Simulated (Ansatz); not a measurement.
# Σ3 (111) boundary in fcc Cu, starting shift (0, 0.5): structure and resistance

Wanted: what the Σ3 (111) boundary in fcc Cu, starting shift (0, 0.5) costs an interconnect.

Calculated with Ansatz 0.2.0; Ansatz plane-wave DFT, PBE, PAW files; relaxation of a bicrystal slab with its lowest layers held; PAW set soft_1, in the first sound run; inputs show where later runs differ.

Most raw output is cut from this account.

## (1) The structure

The cell holds 10 atoms: 10 Cu. Its edges and angles: a = 2.556 Å, b = 2.556 Å, c = 29.784 Å, α = 90.0°, β = 90.0°, γ = 120.0°. It derives from Cu. built on the (1 1 1) plane; 1 overlapping atoms removed and the grains opened by 0 Å. Vacuum lies along c.

## (2) Relaxing the bicrystal

The boundary is built by mirroring the lower grain in the boundary plane and removing any atoms that overlap. A thin bicrystal slab is relaxed first, with the lowest layers held and the upper grain free to shift and open.

File input.yaml:

```yaml
crystal:
  lattice:
    - [2.5561627297, 0.0, 0.0]
    - [-1.2780813649, 2.2137018601, 0.0]
    - [0.0, 0.0, 29.7838831619]
  atoms:
    - { symbol: Cu, position: [0.6666666666, 0.3333333333, 0.1678760279] }
    - { symbol: Cu, position: [0.9999999999, 1.0, 0.2379507766] }
    - { symbol: Cu, position: [0.3333333333, 0.6666666666, 0.3080255254] }
    - { symbol: Cu, position: [0.6666666666, 0.3333333333, 0.3781002741] }
    - { symbol: Cu, position: [0.0, 0.0, 0.4481750228] }
    - { symbol: Cu, position: [0.6666666666, 0.8333333333, 0.5182497716] }
    - { symbol: Cu, position: [0.3333333333, 0.1666666666, 0.5883245203] }
    - { symbol: Cu, position: [0.9999999999, 0.5, 0.6583992691] }
    - { symbol: Cu, position: [0.6666666666, 0.8333333333, 0.7284740178] }
    - { symbol: Cu, position: [0.3333333332, 0.1666666666, 0.7985487665] }
kpoints:
  mp_grid: { grid: [10, 10, 1] }
hamiltonian:
  xc: pbe
  pseudopotentials: { kind: paw, azcp: { folder: soft_1 } }
scf:
  occupations: { method: fermi_dirac, width: 0.1 }
relax:
  f_tol: 0.03
  max_steps: 80
  constraints: [{ sites: [0, 1] }]
```

On the command line:

```sh
ansatz run input.yaml --threads 4 --pin off --max-ram 15360MiB --backend cpu --events-out ev --progress --plain --runs-dir out
```

Run time: 2.4 min. Hardware: 4 threads of Arm Neoverse V1, shared host; peak memory 0.93 GiB.

Relaxation path:

```tsv
step	energy less that of the first step (eV)	largest force component (eV/Å)
1	0.0000	1.1390
2	-0.1138	0.5524
3	-0.2366	0.1355
4	-0.2588	0.0186
5	-0.2588	0.0185
6	-0.2669	0.0192
7	-0.2715	0.0124
8	-0.2723	0.0104
```

Forces are held to the 2 operations that the run works with; a distortion that breaks them can't arise in this run.

The atoms that moved most (Å):

```tsv
atom	dx	dy	dz	length
Cu8	-0.640	-0.369	0.019	0.739
Cu9	-0.640	-0.369	0.010	0.739
Cu10	-0.639	-0.369	0.004	0.737
Cu7	-0.638	-0.368	0.015	0.737
Cu6	-0.633	-0.365	0.010	0.731
Cu5	0.012	0.007	-0.005	0.014
Cu4	0.012	0.007	-0.004	0.014
Cu3	0.007	0.004	-0.008	0.011
```

The relaxed structure:

```cif
data_structure
_symmetry_space_group_name_H-M 'P 1'
_symmetry_Int_Tables_number 1
_cell_length_a 2.5562
_cell_length_b 2.5562
_cell_length_c 29.7839
_cell_angle_alpha 90.000
_cell_angle_beta 90.000
_cell_angle_gamma 120.000
_cell_volume 168.53
loop_
_atom_site_label
_atom_site_type_symbol
_atom_site_fract_x
_atom_site_fract_y
_atom_site_fract_z
_atom_site_occupancy
Cu1 Cu 0.66667 0.33333 0.16788 1
Cu2 Cu 0.00000 0.00000 0.23795 1
Cu3 Cu 0.33683 0.66842 0.30775 1
Cu4 Cu 0.67275 0.33637 0.37797 1
Cu5 Cu 0.00615 0.00308 0.44801 1
Cu6 Cu 0.33661 0.66830 0.51859 1
Cu7 Cu 0.00052 0.00026 0.58884 1
Cu8 Cu 0.66619 0.33310 0.65903 1
Cu9 Cu 0.33304 0.66652 0.72881 1
Cu10 Cu 0.00023 0.00012 0.79867 1
```

Numbers from this step:

| Property | Result |
| --- | --- |
| free energy | -66250.8921 eV |
| energy at zero smearing | -66250.8314 eV |
| Fermi energy | 10.07 eV |

The largest force component on a free atom ends at 0.010 eV/Å, under the tolerance of 0.03, after 8 steps.

## (3) Transmission across the boundary

Bulk layers of each grain are laid under and over the relaxed boundary, and a lead is named in the middle of each, away from the free faces. The mesh across the current, 28×28, is finer than the density's, because channels open and close sharply across the zone. Energies from -0.1 to 0.1 eV in steps of 0.05 eV are too few for the program's thermal sum, so it prints no conductance; for a metal the transmission near the Fermi level serves, at a fraction of the cost.

This step: Ansatz plane-wave DFT, PBE, PAW files; ballistic transport by layer matching (Landauer), zero bias; boundary relaxed in a short slab, bulk layers laid on; PAW set soft_1 (Ansatz 0.2.0).

System of this step: Σ3 (111) boundary in fcc Cu, starting shift (0, 0.5). The cell holds 22 atoms: 22 Cu. Cell: a = 2.556 Å, b = 2.556 Å, c = 51.844 Å, α = 90.0°, β = 90.0°, γ = 120.0°. It derives from Cu. Regions: lower grain, 9 atoms (9 Cu); boundary, 6 atoms (6 Cu); upper grain, 7 atoms (7 Cu). Vacuum lies along c.

File input.yaml:

```yaml
crystal:
  lattice:
    - [2.5561627297, 0.0, 0.0]
    - [-1.2780813649, 2.2137018601, 0.0]
    - [0.0, 0.0, 51.8444220098]
  atoms:
    - { symbol: Cu, position: [-4.0000000003, -8.0000000002, 0.0771539125] }
    - { symbol: Cu, position: [-3.6666666669, -7.3333333335, 0.1174108591] }
    - { symbol: Cu, position: [-3.3333333336, -6.6666666668, 0.1576678057] }
    - { symbol: Cu, position: [-3.0000000002, -6.0000000001, 0.1979247524] }
    - { symbol: Cu, position: [-2.6666666669, -5.3333333335, 0.238181699] }
    - { symbol: Cu, position: [-2.3333333335, -4.6666666668, 0.2784386456] }
    - { symbol: Cu, position: [-2.0000000002, -4.0000000001, 0.3186955922] }
    - { symbol: Cu, position: [-1.6666666668, -3.3333333334, 0.3589525388] }
    - { symbol: Cu, position: [-1.3333333335, -2.6666666667, 0.3992094854] }
    - { symbol: Cu, position: [0.9999999999, 0.9999999999, 0.439466432] }
    - { symbol: Cu, position: [0.3368338298, 0.6684169149, 0.47956322] }
    - { symbol: Cu, position: [0.6727485062, 0.3363742531, 0.5199040213] }
    - { symbol: Cu, position: [0.0061500802, 0.0030750401, 0.5601445436] }
    - { symbol: Cu, position: [0.3366061247, 0.6683030624, 0.6006884147] }
    - { symbol: Cu, position: [0.0005224274, 0.0002612137, 0.6410474612] }
    - { symbol: Cu, position: [-1.332810906, -1.666405453, 0.6813044078] }
    - { symbol: Cu, position: [-1.6661442393, -2.3330721197, 0.7215613544] }
    - { symbol: Cu, position: [-1.9994775727, -2.9997387863, 0.761818301] }
    - { symbol: Cu, position: [-2.332810906, -3.666405453, 0.8020752476] }
    - { symbol: Cu, position: [-2.6661442394, -4.3330721197, 0.8423321943] }
    - { symbol: Cu, position: [-2.9994775727, -4.9997387864, 0.8825891409] }
    - { symbol: Cu, position: [-3.3328109061, -5.6664054531, 0.9228460875] }
kpoints:
  mp_grid: { grid: [11, 11, 1] }
hamiltonian:
  xc: pbe
  pseudopotentials: { kind: paw, azcp: { folder: soft_1 } }
scf:
  occupations: { method: fermi_dirac, width: 0.1 }
output:
  transmission:
    leads: [[5, 6], [17, 18]]
    kmesh: [28, 28]
    e_range: [-0.1, 0.1]
    de: 0.05
  write_potential: true
  write_density: true
  volumetric_format: npy
  elf: true
```

It took 5 min on 4 threads; peak memory 3.6 GiB.

This step gave:

| Item | Value |
| --- | --- |
| free energy | -145753.2478 eV |
| energy at zero smearing | -145753.1493 eV |
| Fermi energy | 13.99 eV |
| cell area | 5.659 Å² |
| transmission per spin nearest the Fermi level | 0.7652 |
| open channels per spin nearest the Fermi level | 0.7844 |
| open channels per spin, upper lead | 0.7844 |
| step of the lead's potential | 7 meV |
| step of the upper lead's potential | 6.2 meV |

Per spin. Transmission, zone mean against energy, zero at the Fermi level:

```tsv
energy (eV)	transmission, zone mean
-0.1000	0.774
-0.0500	0.778
0.0000	0.765
0.0500	0.767
0.1000	0.775
```

Per spin. Table of open channels, zone mean, lead = upper lead by energy, zero at the Fermi level:

```tsv
energy (eV)	open channels, zone mean, lead = upper lead
-0.1000	0.800
-0.0500	0.800
0.0000	0.784
0.0500	0.784
0.1000	0.800
```

Transmission over k1 and k2. At 0.0000 eV from the Fermi level.

Ten even steps from '_' (0.00) to '@' (1.00), each cell a mean:
```
####@@@@@@@@@@@@@@@@@@@@@@@@%%####**________________==##
%%@@@@@@@@@@@@@@@@@@@@@@@@@@@@@@@@##__________________--
@@@@@@@@@@@@@@@@@@@@@@@@@@@@@@@@@@@@**__________________
@@@@@@@@@@@@@@@@@@@@@@@@@@@@@@@@@@@@@@%%________________
@@@@@@@@@@@@@@@@@@@@@@@@@@@@@@@@@@@@@@@@@@::____________
@@@@@@@@@@@@@@@@@@@@@@@@@@@@@@@@@@@@@@@@@@@@==__________
@@@@@@@@@@@@@@@@@@@@@@@@@@@@@@@@@@@@@@@@@@@@@@##________
@@@@@@@@@@@@@@@@@@@@@@@@%%%%@@@@@@@@@@@@@@@@@@@@@@..____
@@@@@@@@@@@@@@@@@@@@@@**____****@@@@@@@@@@@@@@@@@@@@****
##@@@@@@@@@@@@@@@@@@@@__________==@@@@@@@@@@@@@@@@@@%%##
####@@@@@@@@@@@@@@@@@@##__________@@@@@@@@@@@@@@@@@@@@##
####@@@@@@@@@@@@@@@@@@@@::__________@@@@@@@@@@@@@@@@@@@@
%%**##@@@@@@@@@@@@@@@@@@@@====____==@@@@@@@@@@@@@@@@@@@@
@@::::--@@@@@@@@@@@@@@@@@@@@@@****@@@@@@@@@@@@@@@@@@@@@@
@@______..@@@@@@@@@@@@@@@@@@@@@@@@@@@@@@@@@@@@@@@@@@@@@@
@@__________##@@@@@@@@@@@@@@@@@@@@@@@@@@@@@@@@@@@@@@@@@@
@@____________==@@@@@@@@@@@@@@@@@@@@@@@@@@@@@@@@@@@@@@@@
@@______________::@@@@@@@@@@@@@@@@@@@@@@@@@@@@@@@@@@@@@@
@@__________________%%@@@@@@@@@@@@@@@@@@@@@@@@@@@@@@@@@@
@@::__________________%%@@@@@@@@@@@@@@@@@@@@@@@@@@@@@@@@
##**--________________**##%%%%@@@@@@@@@@@@@@@@@@@@@@@@%%
######################%%%%######%%@@@@@@@@@@@@@@@@@@%%##
```
Columns: k1 (b1) from -0.5 to 0.464; rows upwards: k2 (b2) from -0.5 to 0.464.

Open channels over k1 and k2. At 0.0000 eV from the Fermi level.

Ten even steps from '0' (0.00) to '9' (1.00), each cell a mean:
```
9999999999999999990000000079
9999999999999999990000000005
9999999999999999996000000000
9999999999999999999800000000
9999999999999999999992000000
9999999999999999999999500000
9999999999999999999999970000
9999999999998899999999999111
9999999999960066999999999999
9999999999900000499999999999
9999999999970000099999999999
9999999999992000009999999999
9999999999999440049999999999
9333999999999996699999999999
9000199999999999999999999999
9000007999999999999999999999
9000000599999999999999999999
9000000029999999999999999999
9000000000899999999999999999
9300000000099999999999999999
9950000000099999999999999999
9997777777799999999999999999
```
Columns: k1 (b1) from -0.5 to 0.464; rows upwards: k2 (b2) from -0.5 to 0.464.

Electrostatic potential energy in the ca plane at fractional y = 0.000, with atoms of Cu within 0.2 Å of it. With pseudopotentials it is smooth inside the atoms' cores, unlike the true potential.

Values in eV, 5 rows by 16 columns, each cell a mean:
```
 15  14  13 -28 -14  14  15  15  14 -17 -25  14  14  18  19  19
 11   4  10   4   8   6   8   7   7   7   5  10   6  17  19  19
  9  -2   8  13  14   1   4   3   3  14  13   6   0  17  19  19
 13   9  12  -9   0  10  12  11  11  -2  -7  12  10  18  19  19
 16  15  13 -34 -19  15  16  16  14 -23 -31  14  15  18  19  19
```
Columns run along c (16.0 Å, from fractional 0.69 to 1.00 of the cell; values clipped at the 3rd and 97th percentile), rows up along a (2.6 Å). Atoms in or near the plane, at fractional coordinates: Cu at (0.76, 0.00), Cu at (0.88, 0.00).

ELF in the ca plane at fractional y = 0.000, with atoms of Cu within 0.2 Å of it. It is the smooth field of the valence electrons, not physical close to the nuclei.

Ten even steps from '0' (0.00) to '9' (0.72), each cell a mean:
```
33333333236422333333333332264223333332100000
23322223222222322233222232222223222222100000
22222222222223222222222222222222222222100000
22222222332233222222222223322322222221100000
22222222322223222222222223222222222222100000
22322223222223222223222232222222222222100000
23322333224322332233223332243223333332100000
33333342249522343333333432396223444332100000
```
Columns run along c (16.0 Å, from fractional 0.69 to 1.00 of the cell), rows up along a (2.6 Å). Atoms in or near the plane, at fractional coordinates: Cu at (0.76, 0.00), Cu at (0.88, 0.00).

Valence density in the ca plane at fractional y = 0.000, with atoms of Cu within 0.2 Å of it. It is the smooth field of the valence electrons, not physical close to the nuclei.

Ten steps, logarithmic in the rise over the least value, from '0' (0 e/Å³) to '9' (58 e/Å³), each cell a mean:
```
00000000268730000000000002687310000000000000
00001100135410011000011001354100010000000000
10011110011100011100111100111000111000000000
10012210000000122100122100000001221000000000
10012210001100112100122100011000121000000000
00001100123210011100011001232100110000000000
00000000157620000000000001576200000000000000
00000000279831000000000002798410000000000000
```
Columns run along c (16.0 Å, from fractional 0.69 to 1.00 of the cell), rows up along a (2.6 Å). Atoms in or near the plane, at fractional coordinates: Cu at (0.76, 0.00), Cu at (0.88, 0.00).

Over the solved energies the transmission per spin lies between 0.765 and 0.778, out of 0.794 channels of the lead on average (up to 0.800).

## (4) Specific resistance

This step: Ansatz plane-wave DFT, PBE, PAW files; ballistic transport by layer matching (Landauer), zero bias; specific resistance of the boundary; PAW set soft_1 (Ansatz 0.2.0).

Numbers from this step:

```
area resistance                      : 0.02620 fΩ m²
T over the leads' mean channel count : 0.9723
```

Averaged over the energies near the Fermi level, 97.2 % of the channels pass, which makes 0.0262 fΩ m².

By hand, with T and the leads' channels N averaged over the energies near the Fermi level: RA = A (h/2e²)(1/T − ½[1/N₁ + 1/N₂]) = 5.659×10⁻²⁰ m² × 12 906 Ω × (1/0.7717 − ½[1/0.7936 + 1/0.7936]) = 0.0262 fΩ m².

## (5) Single-crystal slab for reference

The free faces cost energy too. A single-crystal slab with the same faces and held layers is relaxed, so that they cancel.

This step: Ansatz plane-wave DFT, PBE, PAW files; relaxation of a single-crystal slab with its lowest layers held; PAW set soft_1 (Ansatz 0.2.0).

System of this step: Cu slab, plane (1, 1, 1). The cell holds 10 atoms: 10 Cu. Cell: a = 2.556 Å, b = 2.556 Å, c = 29.784 Å, α = 90.0°, β = 90.0°, γ = 120.0°. It derives from Cu. Vacuum lies along c.

File input.yaml:

```yaml
crystal:
  lattice:
    - [2.5561627297, 0.0, 0.0]
    - [-1.2780813649, 2.2137018601, 0.0]
    - [0.0, 0.0, 29.7838831619]
  atoms:
    - { symbol: Cu, position: [0.9999999998, 0.9999999999, 0.1678760279] }
    - { symbol: Cu, position: [0.3333333332, 0.6666666665, 0.2379507766] }
    - { symbol: Cu, position: [0.6666666665, 0.3333333332, 0.3080255254] }
    - { symbol: Cu, position: [0.9999999999, 0.9999999999, 0.3781002741] }
    - { symbol: Cu, position: [0.3333333332, 0.6666666666, 0.4481750228] }
    - { symbol: Cu, position: [0.6666666666, 0.3333333333, 0.5182497716] }
    - { symbol: Cu, position: [0.9999999999, 1.0, 0.5883245203] }
    - { symbol: Cu, position: [0.3333333333, 0.6666666666, 0.6583992691] }
    - { symbol: Cu, position: [0.6666666666, 0.3333333333, 0.7284740178] }
    - { symbol: Cu, position: [0.0, 0.0, 0.7985487665] }
kpoints:
  mp_grid: { grid: [10, 10, 1] }
hamiltonian:
  xc: pbe
  pseudopotentials: { kind: paw, azcp: { folder: soft_1 } }
scf:
  occupations: { method: fermi_dirac, width: 0.1 }
relax:
  f_tol: 0.03
  max_steps: 80
  constraints: [{ sites: [0, 1] }]
```

Elapsed: 22 s, on 4 threads; peak memory 0.73 GiB.

Relaxation path:

```tsv
step	energy less that of the first step (eV)	largest force component (eV/Å)
1	0.0000	0.0508
2	-0.0004	0.0304
3	-0.0005	0.0004
```

The atoms that moved most (Å):

```tsv
atom	dx	dy	dz	length
Cu8	0.000	0.000	0.013	0.013
Cu3	0.000	0.000	-0.008	0.008
Cu7	0.000	0.000	0.007	0.007
Cu6	0.000	0.000	0.006	0.006
Cu9	0.000	0.000	0.005	0.005
```

Final coordinates:

```cif
data_structure
_symmetry_space_group_name_H-M 'P 1'
_symmetry_Int_Tables_number 1
_cell_length_a 2.5562
_cell_length_b 2.5562
_cell_length_c 29.7839
_cell_angle_alpha 90.000
_cell_angle_beta 90.000
_cell_angle_gamma 120.000
_cell_volume 168.53
loop_
_atom_site_label
_atom_site_type_symbol
_atom_site_fract_x
_atom_site_fract_y
_atom_site_fract_z
_atom_site_occupancy
Cu1 Cu 0.00000 0.00000 0.16788 1
Cu2 Cu 0.33333 0.66667 0.23795 1
Cu3 Cu 0.66667 0.33333 0.30776 1
Cu4 Cu 0.00000 0.00000 0.37801 1
Cu5 Cu 0.33333 0.66667 0.44813 1
Cu6 Cu 0.66667 0.33333 0.51846 1
Cu7 Cu 0.00000 0.00000 0.58857 1
Cu8 Cu 0.33333 0.66667 0.65883 1
Cu9 Cu 0.66667 0.33333 0.72865 1
Cu10 Cu 0.00000 0.00000 0.79853 1
```

This step gave:

```
free energy             : -66250.9018 eV
energy at zero smearing : -66250.8412 eV
Fermi energy            : 10.07 eV
```

The largest force component on a free atom ends at 4.5e-4 eV/Å, under the tolerance of 0.03, after 3 steps.

## (6) Bulk reference

The perfect crystal gives the energy per atom, for the atoms by which bicrystal and slab differ.

This step: Ansatz plane-wave DFT, PBE, PAW files; bulk reference; PAW set soft_1 (Ansatz 0.2.0).

System of this step: Cu. It takes space group Fm-3m (No. 225, cubic). Conventional cell: a = 3.615 Å, b = 3.615 Å, c = 3.615 Å, α = 90.00°, β = 90.00°, γ = 90.00°. Nearest to Cu lie 12 Cu at 2.56 Å.

input.yaml, the sections that differ from step 5:

```yaml
crystal:
  lattice:
    - [0.0, 1.80748, 1.80748]
    - [1.80748, 0.0, 1.80748]
    - [1.80748, 1.80748, 0.0]
  atoms:
    - { symbol: Cu, position: [0.0, 0.0, 0.0] }
kpoints:
  mp_grid: { grid: [21, 21, 21] }
# hamiltonian, scf: as in step 5
# relax: removed
```

Elapsed: 0.81 s, on 4 threads; peak memory 0.3 GiB; 2.6 s of CPU time.

Numbers from this step:

```yaml
free_energy: -6625.1873 eV
energy_at_zero_smearing: -6625.1819 eV
fermi_energy: 16.38 eV
```

## (7) Boundary energy

This step: Ansatz plane-wave DFT, PBE, PAW files; bicrystal less single-crystal slab less bulk atoms, a boundary area; PAW set soft_1 (Ansatz 0.2.0).

Numbers from this step:

```
excess energy of the cell : 0.009774 eV
boundary energy           : 0.02768 J/m²
```

The boundary costs 0.028 J/m², under the few hundredths of a J/m² that differences of such thin slabs resolve.

By hand: 0.00977 eV / 5.659 Å² × 16.02 = 0.0277 J/m².

## (8) What came out

| Item | Value |
| --- | --- |
| specific resistance of the boundary | 0.0262 fΩ m² |
| share of channels that pass | 0.972 |
| boundary energy | 0.0277 J/m² |

What this shows: The boundary has a specific resistance of 0.026 fΩ m² and an energy of 0.028 J/m². The boundary reflects 2.8 % of the channels; 0.026 fΩ m² is 0.26×10⁻¹² Ω·cm². That equals the resistance of 1.5 nm of bulk Cu at 300 K (measured 1.725 µΩ cm, CRC Handbook of Chemistry and Physics, 84th ed., 2003, Electrical Resistivity of Pure Metals). In the relaxation the upper grain slid sideways by about 0.7 Å, so the result belongs to the position that it found, not to the starting one. For this plane that is the coherent twin.

[Logs are printed without paths, hosts, clocks, repeated set-up lines and the standing remarks that a program may print on its own settings, such as how far it seeks lower states.]

[Hosts, paths, dates, database ids (printed as entryN), source tags and the programs' standing remarks are cut or masked in the printed files.]
